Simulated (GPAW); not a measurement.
**How SnO2 (Cassiterite) absorbs and reflects light**

Aim: the dielectric function of SnO2 (Cassiterite), and the optical constants that follow from it.

Main program and level: GPAW 26.7.0; DFT, LDA, plane-wave PAW (GPAW data sets), scalar-relativistic, RPA, optical limit.

## Step 1: Set-up

Symmetry: P4_2/mnm, No. 136, tetragonal system. The conventional cell has a = 4.738 Å, b = 4.738 Å, c = 3.187 Å, α = 90.00°, β = 90.00°, γ = 90.00°. Nearest to Sn lie 6 O at 2.05 to 2.06 Å. Nearest to O lie 3 Sn at 2.05 to 2.06 Å. Farther neighbours and most contacts between anions are not listed.

Coordinates:

```
Sn O
1.0
     4.73800    0.00000    0.00000
     0.00000    4.73800    0.00000
     0.00000    0.00000    3.18650
Sn O
2 4
Direct
  0.50000 0.50000 0.50000
  0.00000 0.00000 0.00000
  0.80710 0.19290 0.50000
  0.69290 0.69290 0.00000
  0.19290 0.80710 0.50000
  0.30710 0.30710 0.00000
```

## Step 2: Bands for the response

The response needs many more empty bands than the density does.

This step: DFT, LDA, plane-wave PAW (GPAW data sets), scalar-relativistic, bands at fixed density (GPAW 26.7.0).

The input, nscf.py:

```python
from ase.dft.bandgap import bandgap
from gpaw import GPAW, FermiDirac

calc = GPAW('gs.gpw').fixed_density(kpts={'size': (7, 7, 9), 'gamma': True}, nbands=84, convergence={'bands': 78},
                                    occupations=FermiDirac(0.001), txt='nscf.txt')
print('gap (eV)', bandgap(calc, output=None)[0])
print('direct gap (eV)', bandgap(calc, direct=True, output=None)[0])
print('top band over the Fermi level (eV)', min(calc.get_eigenvalues(kpt=k)[77] for k in range(len(calc.get_ibz_k_points()))) - calc.get_fermi_level())
calc.write('full.gpw', mode='all')
```

Command:

```
OMP_NUM_THREADS=1 python nscf.py
```

Numbers of over 12 decimals in the logs are rounded to 6 here.

Output:

```text
Diagonalizing LCAO Hamiltonian
Converting LCAO to pw mode
convergence criteria:
- Maximum integral of absolute [eigenst]ate change: 4e-08 eV^2 / valence electron
maximum number of iterations: 150

SCF iterations
|iter     |      energy | eigst |  dens |
|iter:   1||             | +3.52 |       |
|iter:   2||             | +2.34 |       |
|iter:   3||             | +1.41 |       |
|iter:   4||             | +0.51 |       |
|iter:   5||             | -0.21 |       |
|iter:   6||             | -0.84 |       |
|iter:   7||             | -1.43 |       |
|iter:   8||             | -2.01 |       |
|iter:   9||             | -2.65 |       |
|iter:  10||             | -3.26 |       |
|iter:  11||             | -3.91 |       |
|iter:  12||             | -4.56 |       |
|iter:  13||             | -5.21 |       |
|iter:  14||             | -5.85 |       |
|iter:  15||             | -6.46 |       |
|iter:  16||             | -7.02 |       |
|iter:  17||             | -7.38 |       |
|iter:  18||             | -7.69c|       |
SCF steps: 18
  __  _  _
 | _ |_)|_||  |
 |__||  | ||/\| - 26.7.0

Versions:
  Python: 3.12.14
  ASE:    3.29.0
  Numpy:  2.5.5
  Scipy:  1.18.1
  Libxc:  7.0.0

Input parameters:
  mode=PW(ecut=500.0),
  convergence={'bands': 78},
  gpts=array([25, 25, 18]),
  kpts=MonkhorstPack(size=(7, 7, 9), gamma=True),
  maxiter=150,
  nbands=84,
  occupations=Occupations(name='fermi-dirac', width=0.001, fixmagmom=False),
  parallel={},
  xc=XC(name='LDA')

--- standard output ---
gap (eV) 1.132899
direct gap (eV) 1.132899
top band over the Fermi level (eV) 39.826417
```

The job ended after 6.3 min (1 thread of Arm Neoverse V1, shared host; peak memory 0.39 GiB).

Numbers from this step:

| Item | Value |
| --- | --- |
| gap on the k-mesh | 1.133 eV |
| direct gap on the mesh | 1.133 eV |

## Step 3: Dielectric function, RPA

Local fields let the induced charge screen the field inside the cell, which as a rule lowers ε, most along directions where the density is uneven.

This step: DFT, LDA, plane-wave PAW (GPAW data sets), scalar-relativistic, RPA, optical limit (GPAW 26.7.0).

The input, df.py:

```python
from gpaw.response.df import DielectricFunction

df = DielectricFunction('full.gpw', frequencies={'type': 'nonlinear', 'domega0': 0.03, 'omega2': 8},
                        ecut=50,
                        eta=0.15,
                        nbands=78,
                        txt='df.txt')
for direction in ['x', 'z']:
    df.get_dielectric_function(xc='RPA', direction=direction, filename=f'df_{direction}.csv')
```

Command:

```
OMP_NUM_THREADS=1 python df.py
```

Output:

```text
Using integrator: PointIntegrator
NonLinearFrequencyDescriptor(from 0.000 to 64.819 eV, 497 points)
Nonperiodic BCs:  [False False False]
Using integrator: PointIntegrator
NonLinearFrequencyDescriptor(from 0.000 to 64.819 eV, 497 points)
Nonperiodic BCs:  [False False False]

Calculating chi0 body with:
    Ground state adapter containing:
    Number of spins: 1
    Number of kpoints: 441
    Number of irreducible kpoints: 80
    Number of completely occupied states: 26
    Number of partially occupied states: 26

    Linear response parametrization:
    q_c: [0.0, 0.0, 0.0]
    Number of frequency points: 497
    Planewave cutoff: 50.0
    Number of bands: 78
    Number of planewaves: 63
    Broadening (eta): 0.15

Integrating chi0 body.

Symmetries of q_c:
    Direct symmetries (Uq -> q): 8
    Indirect symmetries (TUq -> q): 0
In total 8 allowed symmetries.

80 groups of equivalent kpoints. 81.859410% reduction.

Integral kind: spectral function

Calculating chi0 optical extensions with:
    Ground state adapter containing:
    Number of spins: 1
    Number of kpoints: 441
    Number of irreducible kpoints: 80
    Number of completely occupied states: 26
    Number of partially occupied states: 26

    Linear response parametrization:
    Number of frequency points: 497
    Planewave cutoff: 50.0
    Number of bands: 78
    Number of planewaves: 63
    Broadening (eta): 0.15
Integrating chi0 head and wings.

Symmetries of q_c:
    Direct symmetries (Uq -> q): 8
    Indirect symmetries (TUq -> q): 0
In total 8 allowed symmetries.

80 groups of equivalent kpoints. 81.859410% reduction.

Integral kind: spectral function wings
```

Wall time 53 s (1 thread); peak memory 0.32 GiB.

Read-outs, printed or worked out from the files:

```
electronic dielectric constant ε∞, mean over x, y and z (by symmetry where fewer were run) : 4.444
```

Some rows of df_x.csv (energy; Re and Im without local fields; Re and Im with them):

```text
0.000000, 4.464253, 0.000000, 4.346093, 0.000000
0.429336, 4.485408, 0.015275, 4.367327, 0.015337
0.878195, 4.559472, 0.036618, 4.441731, 0.036813
1.347938, 4.729776, 0.085206, 4.613108, 0.085818
1.840057, 5.069266, 0.523297, 4.957059, 0.528602
2.356191, 5.149753, 0.702726, 5.040415, 0.709071
2.898142, 4.896893, 1.241409, 4.785492, 1.272305
3.467895, 4.410689, 1.183518, 4.254528, 1.212635
4.067647, 4.655372, 1.204020, 4.498982, 1.235581
4.699832, 4.615080, 1.483983, 4.445146, 1.521896
5.367152, 4.987742, 1.446108, 4.746554, 1.459161
6.072622, 4.829222, 2.932711, 4.533285, 2.941767
6.819608, 3.556036, 4.382461, 3.479668, 4.163195
7.611886, 2.646196, 2.511362, 2.376985, 2.536562
8.453705, 3.775520, 2.864215, 3.516214, 2.732747
9.349861, 2.984580, 4.176263, 2.726705, 3.868824
10.305790, 1.372702, 3.450537, 1.358589, 3.340504
11.327680, 1.625044, 3.097264, 1.410138, 2.884755
12.422601, 2.035417, 2.762759, 1.664298, 2.384299
13.598673, 1.418116, 3.877456, 1.511466, 3.242004
```

Sum at mesh points, not converged in k; values under the direct gap are tails of Lorentzian lines. Table of Im ε by photon energy; read off at these points:

| photon energy (eV) | E ∥ x | E ∥ z |
| --- | --- | --- |
| 0.000 | 0 | 0 |
| 0.250 | 0.00868 | 0.00562 |
| 0.500 | 0.0182 | 0.0114 |
| 0.750 | 0.0296 | 0.0176 |
| 1.000 | 0.0451 | 0.0245 |
| 1.250 | 0.0703 | 0.0323 |
| 1.500 | 0.125 | 0.0418 |
| 1.750 | 0.332 | 0.0539 |
| 2.000 | 0.637 | 0.0706 |
| 2.250 | 0.495 | 0.0976 |
| 2.500 | 0.962 | 0.150 |
| 2.750 | 1.06 | 0.292 |
| 3.000 | 1.36 | 0.546 |
| 3.250 | 1.30 | 1.27 |
| 3.500 | 1.16 | 0.790 |
| 3.750 | 1.33 | 1.44 |
| 4.000 | 1.17 | 1.61 |
| 4.250 | 1.24 | 1.33 |
| 4.500 | 1.57 | 1.99 |
| 4.750 | 1.50 | 2.02 |
| 5.000 | 1.72 | 1.85 |
| 5.250 | 1.51 | 2.22 |
| 5.500 | 1.63 | 2.70 |
| 5.750 | 2.55 | 2.76 |
| 6.000 | 3.00 | 3.02 |
| 6.250 | 3.00 | 2.94 |
| 6.500 | 3.50 | 3.94 |
| 6.750 | 4.11 | 3.37 |
| 6.820 | 4.16 | 3.48 |
| 7.000 | 3.82 | 3.51 |
| 7.250 | 3.15 | 4.22 |
| 7.500 | 2.94 | 5.48 |
| 7.750 | 2.28 | 5.82 |
| 8.000 | 2.63 | 6.87 |
| 8.250 | 2.48 | 6.68 |
| 8.500 | 2.83 | 7.15 |
| 8.704 | 3.66 | 7.94 |
| 8.750 | 3.77 | 7.83 |
| 9.000 | 3.35 | 5.93 |
| 9.250 | 3.71 | 4.41 |
| 9.500 | 4.07 | 4.31 |
| 9.617 | 4.21 | 4.62 |
| 9.750 | 3.99 | 4.79 |
| 10.000 | 3.62 | 4.14 |
| 10.250 | 3.33 | 3.91 |
| 10.500 | 3.29 | 3.30 |
| 10.750 | 2.75 | 2.67 |
| 11.000 | 2.41 | 2.41 |
| 11.250 | 2.75 | 2.67 |
| 11.403 | 2.91 | 2.53 |
| 11.500 | 2.79 | 2.40 |
| 11.750 | 2.29 | 2.03 |
| 12.000 | 2.09 | 1.75 |
| 12.250 | 2.20 | 1.81 |
| 12.500 | 2.42 | 2.05 |
| 12.750 | 2.48 | 2.20 |
| 13.000 | 2.78 | 2.45 |
| 13.250 | 2.80 | 2.70 |
| 13.500 | 3.12 | 3.07 |
| 13.750 | 3.41 | 3.10 |

The reflectivity at normal incidence has structure finer than the step of the table below, so its rows give means over 0.25 eV, whole bins alone (the curve runs from 0 to 14.0 eV). Peaks (eV: height): E ∥ x 2.394: 15.1, 6.820: 20.7, 8.767: 19.3, 9.684: 21.6, 11.479: 17.0; E ∥ z 8.895: 37.3, 10.448: 31.1.

Sum at mesh points, not converged in k. Table of reflectivity at normal incidence by photon energy; means over each step:

| photon energy (eV) | E ∥ x (%) | E ∥ z (%) |
| --- | --- | --- |
| 0.25 | 12.4 | 13.4 |
| 0.50 | 12.5 | 13.5 |
| 0.75 | 12.6 | 13.5 |
| 1.00 | 12.8 | 13.7 |
| 1.25 | 13.1 | 13.8 |
| 1.50 | 13.6 | 14.0 |
| 1.75 | 14.4 | 14.3 |
| 2.00 | 13.8 | 14.6 |
| 2.25 | 14.4 | 15.1 |
| 2.50 | 14.8 | 15.6 |
| 2.75 | 14.7 | 16.4 |
| 3.00 | 14.4 | 17.2 |
| 3.25 | 13.9 | 17.2 |
| 3.50 | 13.3 | 16.9 |
| 3.75 | 13.8 | 18.3 |
| 4.00 | 13.6 | 17.0 |
| 4.25 | 14.2 | 17.6 |
| 4.50 | 14.6 | 18.3 |
| 4.75 | 14.4 | 17.8 |
| 5.00 | 14.7 | 17.9 |
| 5.25 | 14.6 | 19.0 |
| 5.50 | 16.4 | 19.7 |
| 5.75 | 18.3 | 19.6 |
| 6.00 | 18.3 | 19.7 |
| 6.25 | 18.2 | 20.3 |
| 6.50 | 19.6 | 21.8 |
| 6.75 | 20.6 | 20.4 |
| 7.00 | 19.3 | 21.1 |
| 7.25 | 16.5 | 23.4 |
| 7.50 | 14.9 | 26.1 |
| 7.75 | 12.9 | 26.8 |
| 8.00 | 14.2 | 29.0 |
| 8.25 | 14.2 | 29.3 |
| 8.50 | 16.1 | 31.2 |
| 8.75 | 18.8 | 35.6 |
| 9.00 | 17.6 | 36.1 |
| 9.25 | 18.7 | 29.9 |
| 9.50 | 20.5 | 26.2 |
| 9.75 | 21.1 | 29.1 |
| 10.00 | 19.9 | 29.0 |
| 10.25 | 18.9 | 29.4 |
| 10.50 | 19.3 | 30.2 |
| 10.75 | 17.0 | 26.3 |
| 11.00 | 14.2 | 20.5 |
| 11.25 | 15.1 | 21.1 |
| 11.50 | 16.6 | 21.2 |
| 11.75 | 13.9 | 18.3 |
| 12.00 | 11.8 | 13.8 |
| 12.25 | 11.7 | 10.9 |
| 12.50 | 12.8 | 11.9 |
| 12.75 | 13.3 | 12.5 |
| 13.00 | 14.8 | 13.9 |
| 13.25 | 15.4 | 15.5 |
| 13.50 | 17.0 | 18.3 |
| 13.75 | 19.2 | 20.6 |

Sum at mesh points, not converged in k; values under the direct gap are tails of Lorentzian lines. Im ε, E ∥ x against photon energy; read off at these points:

| photon energy (eV) | without local fields | with local fields |
| --- | --- | --- |
| 0.00 | 0 | 0 |
| 0.50 | 0.0181 | 0.0182 |
| 1.00 | 0.0449 | 0.0451 |
| 1.50 | 0.124 | 0.125 |
| 2.00 | 0.629 | 0.637 |
| 2.50 | 0.948 | 0.962 |
| 3.00 | 1.32 | 1.36 |
| 3.50 | 1.13 | 1.16 |
| 4.00 | 1.15 | 1.17 |
| 4.50 | 1.54 | 1.57 |
| 5.00 | 1.65 | 1.72 |
| 5.50 | 1.63 | 1.63 |
| 6.00 | 2.98 | 3.00 |
| 6.50 | 3.69 | 3.50 |
| 6.76 | 4.39 | 4.12 |
| 6.82 | 4.38 | 4.16 |
| 7.00 | 3.96 | 3.82 |
| 7.50 | 2.90 | 2.94 |
| 8.00 | 2.73 | 2.63 |
| 8.50 | 2.97 | 2.83 |
| 8.77 | 3.93 | 3.80 |
| 9.00 | 3.46 | 3.35 |
| 9.50 | 4.37 | 4.07 |
| 9.62 | 4.47 | 4.20 |
| 10.00 | 3.86 | 3.62 |
| 10.50 | 3.30 | 3.29 |
| 11.00 | 2.53 | 2.41 |
| 11.40 | 3.10 | 2.91 |
| 11.50 | 2.95 | 2.79 |
| 12.00 | 2.26 | 2.09 |
| 12.50 | 2.81 | 2.42 |
| 13.00 | 3.42 | 2.78 |
| 13.50 | 3.77 | 3.12 |

The loss function −Im 1/ε at q → 0 has structure finer than the step of the table below, so its rows give means over 0.5 eV, whole bins alone (the curve runs from 0 to 14.0 eV). Peaks (eV: height): E ∥ x 7.61: 0.210, 10.95: 0.337, 11.71: 0.363; E ∥ z 12.02: 0.539.

Sum at mesh points, not converged in k; values under the direct gap are tails of Lorentzian lines. Loss function −Im 1/ε at q → 0 against energy loss; means over each step:

| energy loss (eV) | E ∥ x | E ∥ z |
| --- | --- | --- |
| 0.5 | 9.6e-4 | 5.3e-4 |
| 1.0 | 0.00232 | 0.00110 |
| 1.5 | 0.00649 | 0.00181 |
| 2.0 | 0.0230 | 0.00286 |
| 2.5 | 0.0352 | 0.00564 |
| 3.0 | 0.0546 | 0.0191 |
| 3.5 | 0.0593 | 0.0310 |
| 4.0 | 0.0589 | 0.0466 |
| 4.5 | 0.0650 | 0.0518 |
| 5.0 | 0.0704 | 0.0566 |
| 5.5 | 0.0619 | 0.0657 |
| 6.0 | 0.0932 | 0.0756 |
| 6.5 | 0.110 | 0.0846 |
| 7.0 | 0.168 | 0.0835 |
| 7.5 | 0.196 | 0.0870 |
| 8.0 | 0.161 | 0.106 |
| 8.5 | 0.140 | 0.119 |
| 9.0 | 0.171 | 0.171 |
| 9.5 | 0.183 | 0.224 |
| 10.0 | 0.240 | 0.237 |
| 10.5 | 0.283 | 0.298 |
| 11.0 | 0.316 | 0.394 |
| 11.5 | 0.319 | 0.424 |
| 12.0 | 0.339 | 0.504 |
| 12.5 | 0.282 | 0.380 |
| 13.0 | 0.265 | 0.321 |
| 13.5 | 0.256 | 0.297 |

From ε follow the optical constants at some laser and lamp lines:

| wavelength (nm) | n x | k x | R (%) x | 1/α x | n z | k z | R (%) z | 1/α z |
| --- | --- | --- | --- | --- | --- | --- | --- | --- |
| 1550 | 2.10 | 0.008 | 12.6 | 16 µm | 2.17 | 0.004 | 13.6 | 28 µm |
| 532 | 2.25 | 0.143 | 14.9 | 295 nm | 2.28 | 0.024 | 15.2 | 1.7 µm |
| 450 | 2.21 | 0.241 | 14.7 | 149 nm | 2.36 | 0.063 | 16.5 | 569 nm |
| 405 | 2.15 | 0.312 | 14.1 | 103 nm | 2.43 | 0.134 | 17.5 | 241 nm |
| 365 | 2.10 | 0.315 | 13.5 | 92 nm | 2.32 | 0.198 | 16.1 | 147 nm |
| 248 | 2.15 | 0.399 | 14.7 | 50 nm | 2.38 | 0.388 | 17.8 | 51 nm |
| 193 | 2.26 | 0.723 | 18.9 | 21 nm | 2.52 | 0.722 | 21.9 | 21 nm |

Below the direct gap, k and the depth come from the tails of the Lorentzian lines, not from transitions.

Rows near the edge hang on the gap, which this functional as a rule makes too small, and phonon-assisted absorption is left out.

## Step 4: Summary of results

```yaml
electronic_dielectric_constant_eps_infinity_mean_over_x_y_and_z_by_symmetry_where_fewer_were_run_rpa: 4.44
```

In words: At this level (LDA, RPA) SnO2 has a mean ε∞ = 4.44 and n = 2.10 at 1550 nm (E ∥ x). On the mesh the gap is 1.13 eV and the least direct gap 1.13 eV. Local fields change the static value along x from 4.46 to 4.35 (-3 %). The static values by axis are 4.35 (x), 4.64 (z). Excitons and phonon-assisted transitions are missing; LDA gaps are as a rule too small, which pulls the onset down and ε∞ up. Spin-orbit coupling is left out although heavy atoms are present. In this version of GPAW the matrix elements of the optical limit are incomplete, which can lower ε − 1 by up to a tenth where first-row anions or d states rule, and shift it by more in d metals. The sum runs over mesh points 0.22 Å⁻¹ apart with no interpolation, so peaks are partly noise of the mesh; over so small a direct gap single mesh points weigh heavily, so ε∞, n and their changes from run to run can be far off.

[Machine, clock and banner lines and Python warnings are left out of the logs.]

[Logs are printed without paths, hosts, clocks, repeated set-up lines and the standing remarks that a program may print on its own settings, such as how far it seeks lower states.]

[Hosts, paths, dates, database ids (printed as entryN), source tags and the programs' standing remarks are cut or masked in the printed files.]
